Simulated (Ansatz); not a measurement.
# Y2CS2 MXene monolayer in a perpendicular field, part 2 of 4

Aim: how the Y2CS2 MXene monolayer screens a field along its normal, and what the field does to its bands. A positive field points along +c.

Ansatz 0.2.0; plane-wave DFT, LDA, Ansatz PAW (set soft_1); PAW set soft_1 (the session's first sound run).

So far. Step 2 (Relaxing the slab): The lattice constant a goes from 3.478 to 3.747 Å.

In doubt: Bader basins on short bonds can need a finer grid (steps 3, 8), which would bear on Bader charges.

### 3. Single point, field 0

A sawtooth potential applies the field, turning back in the middle of the vacuum. With the dipole correction the typed value is the field outside the slab. The induced dipole is small, so the SCF threshold is tight.

The cell differs from the one that the last finished run ended in (c 44.032 → 23.719 Å).

File input.yaml:

```yaml
crystal:
  lattice:
    - [3.7474398062, 0.0, 0.0]
    - [-1.8737199031, 3.2453780713, 0.0]
    - [0.0, 0.0, 23.7187316724]
  atoms:
    - { symbol: S, position: [0.3333333333, 0.6666666667, 0.3794469335] }
    - { symbol: "Y", position: [0.6666666667, 0.3333333333, 0.4397119623] }
    - { symbol: C, position: [0.0, 0.0, 0.5] }
    - { symbol: "Y", position: [0.3333333333, 0.6666666667, 0.5602880377] }
    - { symbol: S, position: [0.6666666667, 0.3333333333, 0.6205530665] }
kpoints:
  mp_grid: { grid: [18, 18, 1] }
  band_path:
    path: [[0, 0, 0], [0.5, 0, 0], [0.33333333, 0.33333333, 0], [0, 0, 0]]
    npoints: 16
hamiltonian:
  xc: lda
  pseudopotentials: { kind: paw, azcp: { folder: soft_1 }, xc_functional: pbe }
scf:
  occupations: { method: fermi_dirac, width: 0.05 }
  convergence: { dr2_threshold: 1.0e-10 }
efield:
  axis: 3
  dipole_correction: true
  ramp_position: 0.97
  ramp_width: 0.06
  amplitude: 0
output:
  dos: { projected: true, e_range: [-6, 5] }
  bader: true
  write_potential: true
  write_density: true
  volumetric_format: npy
  elf: true
```

Command:

```bash
ansatz run input.yaml --threads 4 --pin off --max-ram 6144MiB --backend cpu --events-out ev --progress --plain --runs-dir out
```

Numbers of over 12 decimals in the logs are rounded to 6 here.

Log:

```text
[...]
Crystal: 5 atoms, lattice volume = 288.464 Å³
Basis set: ecut = 420 eV, 5659 PW (Γ)
Bands: 24, of which v1, the nominal top of the filled ones, is band 19 counted from 1 (18 counted from 0)
Symmetry: 6 space group operations
k-points: 37 of 324 (time reversal used)
[...]
SCF iter   1: F=—  HF=-9478.926847 eV  |F-HF|=—  |Δ(HF+E_count)|=         —  Δρ=3.93e-2  dr2=1.32e1  ethr=3.10e-3  p=0.000 e·Å  D=5.86e-15 V/Å  ΔV_dip=-0.00 eV  dr2_dipole=1.99e-8  V_vac-E_F(+/−)=9.50/9.50 eV  ⟨swp⟩=8.8  Hψ=5459  notcnv=0
efield: sawtooth ramp at fractional position 0.9700 (set: `efield.ramp_position`, or a place that a band, a saddle search or an elastic batch's reference lends), width 0.0600; the density the first Hamiltonian is built on has a dipole p = 0.000 e·Å; the dipole correction subtracts the counter field D = 5.86e-15 V/Å, which shifts the + side's vacuum level by -0.00 eV against the − side's; the planar-averaged density in the ramp window peaks in size at 1.9e-7 e/Å³
[...]
SCF iter   2: F=—  HF=-9477.427342 eV  |F-HF|=—  |Δ(HF+E_count)|=    1.50e0  Δρ=2.15e-2  dr2=3.65e0  ethr=3.10e-3  p=0.000 e·Å  D=5.28e-6 V/Å  ΔV_dip=-0.00 eV  dr2_dipole=3.46e-9  V_vac-E_F(+/−)=7.71/7.71 eV  ⟨swp⟩=3.8  Hψ=2485  notcnv=0
[...]
SCF iter  11: F=-9476.927208 eV  HF=-9476.927208 eV  |F-HF|=5.22e-10  |Δ(HF+E_count)|=   4.83e-9  Δρ=1.62e-7  dr2=5.75e-11  ethr=1.00e-12  p=0.000 e·Å  D=1.67e-9 V/Å  ΔV_dip=-0.00 eV  dr2_dipole=4.78e-16  V_vac-E_F(+/−)=6.88/6.88 eV  ⟨swp⟩=4.4  Hψ=4425  notcnv=0
SCF 1 converged in 11 iterations: F = -9476.927208 eV  dr2 = 5.75e-11
[...]
NSCF: frozen V_eff on 49 k-points
efield: sawtooth ramp at fractional position 0.9700 (kept from the solve that this one continues, or follows in the run), width 0.0600; the density the first Hamiltonian is built on has a dipole p = 0.000 e·Å; the dipole correction subtracts the counter field D = 1.67e-9 V/Å, which shifts the + side's vacuum level by -0.00 eV against the − side's; the planar-averaged density in the ramp window peaks in size at 1.6e-7 e/Å³
[...]
SCF converged after 11 iterations
Free energy (F): -9476.927208 eV
[...]
Internal energy: -9476.882301 eV  (E = F + TS)
E sigma→0 (E₀):  -9476.904755 eV
Entropy (-TS):   -0.044907 eV (-8.981 meV/atom)
Fermi energy:    -1.848796 eV
Dipole field:    D = -0.000000 V/Å  (p = -0.000000 e·Å, saw-weighted, corrected)
Work function:   Φ+ = 6.8823 eV   Φ− = 6.8823 eV
Levels:          The Fermi level and band energies are counted from a zero that moves with the ramp; work functions are not
[...]
--- Band table (eV; the first three rows and the last of 37) ---
  k-point 0: bands = [... 15 lower, -2.7377, -2.7377, -1.4252, -1.0423, -1.0423, 1.4797, 1.4797, 2.0106, ... 1 higher]
  k-point 1: bands = [... 15 lower, -2.8731, -2.7373, -1.3527, -1.2234, -1.1113, 1.4541, 1.5720, 2.0124, ... 1 higher]
  k-point 2: bands = [... 15 lower, -2.9878, -2.7387, -1.6615, -1.2798, -1.2503, 1.2918, 1.8043, 2.0994, ... 1 higher]
  k-point 36: bands = [... 15 lower, -3.0488, -3.0488, -2.4901, -2.4901, -2.4687, 2.2972, 2.2972, 2.4915, ... 1 higher]
--- Bader charges: 5 sites ---
  site symbol  charge [e]  shift [e]
     0      S     -0.9499     0.0004
     1      Y      1.7325     0.0004
     2      C     -1.5652     0.0001
     3      Y      1.7325     0.0004
     4      S     -0.9499     0.0004
  estimated error of the sums over rays = 7.1e-4 e
```

Elapsed: 27 s, on 4 threads of Arm Neoverse V1, shared host; peak memory 0.67 GiB.

This step gave:

```
energy at zero smearing   : -9476.9048 eV
work function, upper face : 6.882 eV
dipole along the normal   : -3.64e-8 e·Å
```

Running mean over a fixed 2.5 Å (it still follows the layers) of the planar mean; the ramp of the sawtooth is left out. Table of electron's electrostatic potential energy less the Fermi level by z:

z (Å), electron's electrostatic potential energy less the Fermi level (eV) and a bar from the least value:
```
        3       6.88 ##############################
        4       6.88 ##############################
        5       6.88 ##############################
        6       6.86 ##############################
        7       6.41 #############################
        8       2.76 #####################
        9      -2.47 #########
       10      -6.49 
       11      -5.87 #
       12      -4.81 ####
       13      -6.10 #
       14      -6.20 #
       15      -0.77 #############
       16       4.06 ########################
       17       6.69 ##############################
       18       6.87 ##############################
       19       6.88 ##############################
       20       6.88 ##############################
```

The density of states has structure finer than the step of the table below, so its rows give means over 0.2 eV, whole bins alone (the curve runs from -6 to 1.99 eV). Peaks (eV: height): -2.50: 11.7, -2.14: 8.89, -1.95: 11.5, -1.37: 17.5, -1.29: 24.3, -0.79: 11.0, -0.38: 9.09.

Table of density of states by energy, zero at the Fermi level; means over each step:

energy (eV), density of states (states/eV a cell) and a bar:
```
     -3.4        0.0 
     -3.2        0.9 ##
     -3.0        1.5 ####
     -2.8        2.0 #####
     -2.6        3.5 #########
     -2.4        7.5 ####################
     -2.2        3.2 #########
     -2.0        6.5 #################
     -1.8        4.6 ############
     -1.6        5.0 #############
     -1.4        8.3 ######################
     -1.2       11.3 ##############################
     -1.0        5.7 ###############
     -0.8        4.4 ############
     -0.6        4.0 ###########
     -0.4        5.4 ##############
     -0.2        3.6 ##########
      0.0        6.1 ################
      0.2        2.7 #######
      0.4        1.9 #####
      0.6        1.5 ####
      0.8        0.2 
      1.0        0.0
```

Projected DOS per atom over height of the atomic layer and energy from the Fermi level. Layers: S Y C Y S from below.

Values in states/eV, 22 rows by 5 columns, each cell a mean:
```
0.01 0.04 0.00 0.04 0.01
0.00 0.00 0.00 0.00 0.00
0.00 0.00 0.00 0.00 0.00
0.21 0.03 0.39 0.03 0.21
0.43 0.12 0.85 0.12 0.43
0.96 0.34 2.29 0.34 0.96
0.80 0.50 1.94 0.50 0.80
0.66 0.59 1.99 0.59 0.66
2.85 0.83 0.51 0.83 2.85
2.52 0.92 0.86 0.92 2.52
1.59 0.62 0.76 0.62 1.59
1.32 0.56 0.49 0.56 1.32
1.50 0.75 0.59 0.75 1.50
0.39 0.31 0.31 0.31 0.39
0.11 0.10 0.09 0.10 0.11
0.00 0.00 0.00 0.00 0.00
0.00 0.00 0.00 0.00 0.00
0.00 0.00 0.00 0.00 0.00
0.00 0.00 0.00 0.00 0.00
0.00 0.00 0.00 0.00 0.00
0.00 0.00 0.00 0.00 0.00
0.00 0.00 0.00 0.00 0.00
```
Columns: height of the atomic layer (Å) from 9 to 14.7; rows upwards: energy from the Fermi level (eV) from -5.96 to 1.96.

Electronic bands along the path, in eV, zero at the Fermi level:

```
  point  band 15  band 16  band 17  band 18  band 19  band 20  band 21  band 22
      Γ    -1.56    -0.89    -0.89     0.42     0.81     0.81     3.33     3.33
halfway    -1.54    -1.32    -0.93    -0.42     0.15     0.33     2.50     4.30
      M    -1.38    -1.35    -0.98    -0.96     0.02     0.11     1.93     4.15
halfway    -1.39    -1.26    -1.21    -0.79    -0.66    -0.13     2.77     4.66
      K    -2.11    -1.20    -1.20    -0.64    -0.64    -0.62     4.15     4.15
halfway    -1.85    -1.21    -0.98    -0.39    -0.33     0.19     3.26     3.37
      Γ    -1.56    -0.89    -0.89     0.42     0.81     0.81     3.33     3.33
```

ELF in the ca plane at fractional y = 0.333, with atoms of Y and S within 0.2 Å of it. It is the smooth field of the valence electrons, not physical close to the nuclei.

Values, 6 rows by 16 columns, each cell a mean:
```
0.00 0.00 0.00 0.00 0.00 0.02 0.19 0.30 0.45 0.43 0.26 0.13 0.62 0.83 0.62 0.11
0.00 0.00 0.00 0.00 0.00 0.00 0.03 0.09 0.74 0.72 0.11 0.29 0.68 0.41 0.78 0.20
0.00 0.00 0.00 0.00 0.00 0.01 0.06 0.12 0.72 0.70 0.12 0.24 0.71 0.58 0.75 0.18
0.00 0.00 0.00 0.00 0.00 0.03 0.30 0.47 0.31 0.28 0.35 0.12 0.48 0.78 0.49 0.07
0.00 0.00 0.00 0.00 0.00 0.09 0.54 0.77 0.40 0.31 0.58 0.21 0.14 0.21 0.07 0.01
0.00 0.00 0.00 0.00 0.00 0.07 0.50 0.74 0.31 0.25 0.54 0.16 0.18 0.39 0.16 0.01
```
Columns run along c (16.0 Å, from fractional 0.07 to 0.75 of the cell), rows up along a (3.7 Å). Atoms in or near the plane, at fractional coordinates: Y at (0.44, 0.67), S at (0.62, 0.67).

Electrostatic potential energy in the ca plane at fractional y = 0.333, with atoms of Y and S within 0.2 Å of it. With pseudopotentials it is smooth inside the atoms' cores, unlike the true potential.

Values in eV, 6 rows by 16 columns, each cell a mean:
```
  5   5   5   5   5   5   4   0 -19 -18   0   0  -5 -13   3   5
  5   5   5   5   5   5   4  -2 -40 -37  -2   2 -21 -38  -1   5
  5   5   5   5   5   5   4  -2 -36 -34  -1   1 -16 -35   0   5
  5   5   5   5   5   5   4   0 -11 -10   0  -2  -3  -5   4   5
  5   5   5   5   5   5   4  -1   0   1   0  -7  -4   3   5   5
  5   5   5   5   5   5   4   0  -1  -1   0  -6  -3   2   5   5
```
Columns run along c (16.0 Å, from fractional 0.07 to 0.75 of the cell; values clipped at the 3rd and 97th percentile), rows up along a (3.7 Å). Atoms in or near the plane, at fractional coordinates: Y at (0.44, 0.67), S at (0.62, 0.67).

Valence density in the ca plane at fractional y = 0.333, with atoms of Y and S within 0.2 Å of it. It is the smooth field of the valence electrons, not physical close to the nuclei.

Ten steps, logarithmic in the rise over the least value, from '0' (0.0 e/Å³) to '9' (3.3 e/Å³), each cell a mean:
```
00000000000000000123344666543333345665421000
00000000000000000012246899743222356777642000
00000000000000000011248999853222357767752100
00000000000000000011248999853222357767752100
00000000000000000012246999743222356777642000
00000000000000000123345676543333345666431000
00000000000000000124444444344444444444310000
00000000000000000234554333344445543322110000
00000000000000000234554333344445543322100000
00000000000000000134444433344444444443210000
```
Columns run along c (16.0 Å, from fractional 0.07 to 0.75 of the cell), rows up along a (3.7 Å). Atoms in or near the plane, at fractional coordinates: Y at (0.44, 0.67), S at (0.62, 0.67).

The work function of the upper face is 6.88 eV.

### 4. Atoms held, field 0.1 V/Å

input.yaml, as its differences from that of step 3:

```diff
@@ -25,8 +25,6 @@
   dipole_correction: true
-  ramp_position: 0.97
-  ramp_width: 0.06
-  amplitude: 0
+  ramp_position: 0.9473
+  ramp_width: 0.1054
+  amplitude: 0.1
 output:
-  dos: { projected: true, e_range: [-6, 5] }
-  bader: true
   write_potential: true
@@ -34,2 +32 @@
   volumetric_format: npy
-  elf: true
```

Log:

```text
[...]
Crystal: 5 atoms, lattice volume = 288.464 Å³
Basis set: ecut = 420 eV, 5659 PW (Γ)
Bands: 24, of which v1, the nominal top of the filled ones, is band 19 counted from 1 (18 counted from 0)
Symmetry: 6 space group operations
k-points: 37 of 324 (time reversal used)
[...]
k-point 0: bands = [... 15 lower, -2.7380, -2.7380, -1.4255, -1.0425, -1.0425, 1.4793, 1.4793, 2.0102, ... 1 higher]
  k-point 1: bands = [... 15 lower, -2.8734, -2.7376, -1.3530, -1.2237, -1.1116, 1.4538, 1.5717, 2.0119, ... 1 higher]
  k-point 2: bands = [... 15 lower, -2.9881, -2.7390, -1.6618, -1.2800, -1.2506, 1.2914, 1.8040, 2.0990, ... 1 higher]
  k-point 36: bands = [... 15 lower, -3.0558, -3.0426, -2.4916, -2.4890, -2.4690, 2.2953, 2.2985, 2.4912, ... 1 higher]
[key lines of the parts left out:]
SCF converged after 13 iterations
Free energy (F): -9476.929755 eV
Fermi energy:    -1.849060 eV
Dipole field:    D = 0.031956 V/Å  (p = 0.050943 e·Å, saw-weighted, corrected)
```

It took 17 s on 4 threads; peak memory 0.64 GiB; 62 s of CPU time.

The dipole is 0.0509 e·Å.

### 5. Atoms held, field -0.1 V/Å

input.yaml, as its differences from that of step 4:

```diff
@@ -27,3 +27,3 @@
   ramp_width: 0.1054
-  amplitude: 0.1
+  amplitude: -0.1
 output:
```

Log:

```text
[...]
Crystal: 5 atoms, lattice volume = 288.464 Å³
Basis set: ecut = 420 eV, 5659 PW (Γ)
Bands: 24, of which v1, the nominal top of the filled ones, is band 19 counted from 1 (18 counted from 0)
Symmetry: 6 space group operations
k-points: 37 of 324 (time reversal used)
[...]
k-point 0: bands = [... 15 lower, -2.7380, -2.7380, -1.4255, -1.0425, -1.0425, 1.4793, 1.4793, 2.0102, ... 1 higher]
  k-point 1: bands = [... 15 lower, -2.8734, -2.7376, -1.3530, -1.2237, -1.1116, 1.4538, 1.5717, 2.0119, ... 1 higher]
  k-point 2: bands = [... 15 lower, -2.9881, -2.7390, -1.6618, -1.2800, -1.2506, 1.2914, 1.8040, 2.0990, ... 1 higher]
  k-point 36: bands = [... 15 lower, -3.0558, -3.0426, -2.4916, -2.4890, -2.4690, 2.2953, 2.2985, 2.4912, ... 1 higher]
[key lines of the parts left out:]
SCF converged after 13 iterations
Free energy (F): -9476.929755 eV
Fermi energy:    -1.849060 eV
Dipole field:    D = -0.031956 V/Å  (p = -0.050943 e·Å, saw-weighted, corrected)
```

The job ended after 17 s (4 threads; peak memory 0.64 GiB; 62 s of CPU time).

The dipole is -0.0509 e·Å.

### 6. Atoms held, field 0.2 V/Å

input.yaml, as its differences from that of step 5:

```diff
@@ -27,3 +27,3 @@
   ramp_width: 0.1054
-  amplitude: -0.1
+  amplitude: 0.2
 output:
```

Log:

```text
[...]
Crystal: 5 atoms, lattice volume = 288.464 Å³
Basis set: ecut = 420 eV, 5659 PW (Γ)
Bands: 24, of which v1, the nominal top of the filled ones, is band 19 counted from 1 (18 counted from 0)
Symmetry: 6 space group operations
k-points: 37 of 324 (time reversal used)
[...]
k-point 0: bands = [... 15 lower, -2.7388, -2.7388, -1.4264, -1.0434, -1.0434, 1.4784, 1.4784, 2.0089, ... 1 higher]
  k-point 1: bands = [... 15 lower, -2.8743, -2.7385, -1.3539, -1.2245, -1.1124, 1.4528, 1.5707, 2.0107, ... 1 higher]
  k-point 2: bands = [... 15 lower, -2.9891, -2.7398, -1.6626, -1.2809, -1.2515, 1.2904, 1.8031, 2.0978, ... 1 higher]
  k-point 36: bands = [... 15 lower, -3.0635, -3.0372, -2.4934, -2.4883, -2.4698, 2.2927, 2.2991, 2.4903, ... 1 higher]
[key lines of the parts left out:]
SCF converged after 14 iterations
Free energy (F): -9476.937396 eV
Fermi energy:    -1.849837 eV
Dipole field:    D = 0.063910 V/Å  (p = 0.101883 e·Å, saw-weighted, corrected)
```

Wall time 17 s (4 threads); peak memory 0.63 GiB.

The dipole is 0.102 e·Å.

### 7. Single point, field -0.2 V/Å

input.yaml, as its differences from that of step 6:

```diff
@@ -27,3 +27,3 @@
   ramp_width: 0.1054
-  amplitude: 0.2
+  amplitude: -0.2
 output:
```

Log:

```text
[...]
Crystal: 5 atoms, lattice volume = 288.464 Å³
Basis set: ecut = 420 eV, 5659 PW (Γ)
Bands: 24, of which v1, the nominal top of the filled ones, is band 19 counted from 1 (18 counted from 0)
Symmetry: 6 space group operations
k-points: 37 of 324 (time reversal used)
[...]
k-point 0: bands = [... 15 lower, -2.7388, -2.7388, -1.4264, -1.0434, -1.0434, 1.4784, 1.4784, 2.0089, ... 1 higher]
  k-point 1: bands = [... 15 lower, -2.8743, -2.7385, -1.3539, -1.2245, -1.1124, 1.4528, 1.5707, 2.0107, ... 1 higher]
  k-point 2: bands = [... 15 lower, -2.9891, -2.7399, -1.6626, -1.2809, -1.2515, 1.2904, 1.8031, 2.0978, ... 1 higher]
  k-point 36: bands = [... 15 lower, -3.0635, -3.0372, -2.4934, -2.4883, -2.4698, 2.2927, 2.2991, 2.4903, ... 1 higher]
[key lines of the parts left out:]
SCF converged after 14 iterations
Free energy (F): -9476.937396 eV
Fermi energy:    -1.849837 eV
Dipole field:    D = -0.063910 V/Å  (p = -0.101883 e·Å, saw-weighted, corrected)
```

The job ended after 17 s (4 threads; peak memory 0.64 GiB).

The dipole is -0.102 e·Å.

### 8. Single point, field 0.35 V/Å

input.yaml, as its differences from that of step 7:

```diff
@@ -25,6 +25,8 @@
   dipole_correction: true
-  ramp_position: 0.9473
-  ramp_width: 0.1054
-  amplitude: -0.2
+  ramp_position: 0.9226
+  ramp_width: 0.1548
+  amplitude: 0.35
 output:
+  dos: { projected: true, e_range: [-6, 5] }
+  bader: true
   write_potential: true
@@ -32 +34,2 @@
   volumetric_format: npy
+  elf: true
```

Log:

```text
[...]
Crystal: 5 atoms, lattice volume = 288.464 Å³
Basis set: ecut = 420 eV, 5659 PW (Γ)
Bands: 24, of which v1, the nominal top of the filled ones, is band 19 counted from 1 (18 counted from 0)
Symmetry: 6 space group operations
k-points: 37 of 324 (time reversal used)
[...]
k-point 36: bands = [... 15 lower, -3.0765, -3.0305, -2.4969, -2.4880, -2.4719, 2.2877, 2.2988, 2.4877, ... 1 higher]
--- Bader charges: 5 sites ---
  site symbol  charge [e]  shift [e]
     0      S     -0.9732     0.0004
     1      Y      1.7345     0.0004
     2      C     -1.5654     0.0001
     3      Y      1.7304     0.0004
     4      S     -0.9264     0.0004
  estimated error of the sums over rays = 7.4e-4 e
[key lines of the parts left out:]
SCF converged after 13 iterations
Free energy (F): -9476.958411 eV
Fermi energy:    -1.851992 eV
Dipole field:    D = 0.111861 V/Å  (p = 0.178323 e·Å, saw-weighted, corrected)
```

Wall time 25 s (4 threads); peak memory 0.65 GiB.

The dipole is 0.178 e·Å.

(Part 2 of 4 ends here.)

[Logs are printed without paths, hosts, clocks, repeated set-up lines and the standing remarks that a program may print on its own settings, such as how far it seeks lower states.]

[Hosts, paths, dates, database ids (printed as entryN), source tags and the programs' standing remarks are cut or masked in the printed files.]

[Maps of the electrostatic potential energy from Ansatz leave out the sawtooth potential of an applied field or a dipole correction, so their vacuum need not be flat; planar profiles and work functions include it.]
